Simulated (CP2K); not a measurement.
Two runs for the C K edge of dimethyl disulfide. Run A: CP2K XAS_TDP, all-electron GAPW, PBEh(45%), aug-cc-pVDZ, TDA, no relativity. Run B differs in one setting.

First lines with a strength over 0.0015. A:

```
                             atom  energy (eV)  states  strength, one atom
C1 (bonded to S and 3 H), 2 alike       283.67       1              0.0422
                                        284.72       1              0.0070
                                        285.20       1              0.0199
                                        285.29       1              0.0226
                                        286.06       1              0.0046
```

B:

| atom | energy (eV) | states | strength, one atom |
| --- | --- | --- | --- |
| C1 (bonded to S and 3 H), 2 alike | 289.54 | 1 | 0.0414 |
|  | 290.59 | 1 | 0.0069 |
|  | 291.07 | 1 | 0.0195 |
|  | 291.15 | 1 | 0.0222 |
|  | 291.93 | 1 | 0.0045 |

Q: Which was it: GW2X switched on, the functional, the basis, scalar relativity switched on?

GW2X switched on. GW2X shifts an atom's lines together and keeps their spacings. Against PBEh(45%) in aug-cc-pVDZ, the leading line moves by +5.87 eV, to 289.54 eV.

[Banner, clock and machine lines of the logs are left out without a mark of their own.]

[Logs are printed without paths, hosts, clocks, repeated set-up lines and the standing remarks that a program may print on its own settings, such as how far it seeks lower states.]

[Hosts, paths, dates, database ids (printed as entryN), source tags and the programs' standing remarks are cut or masked in the printed files.]
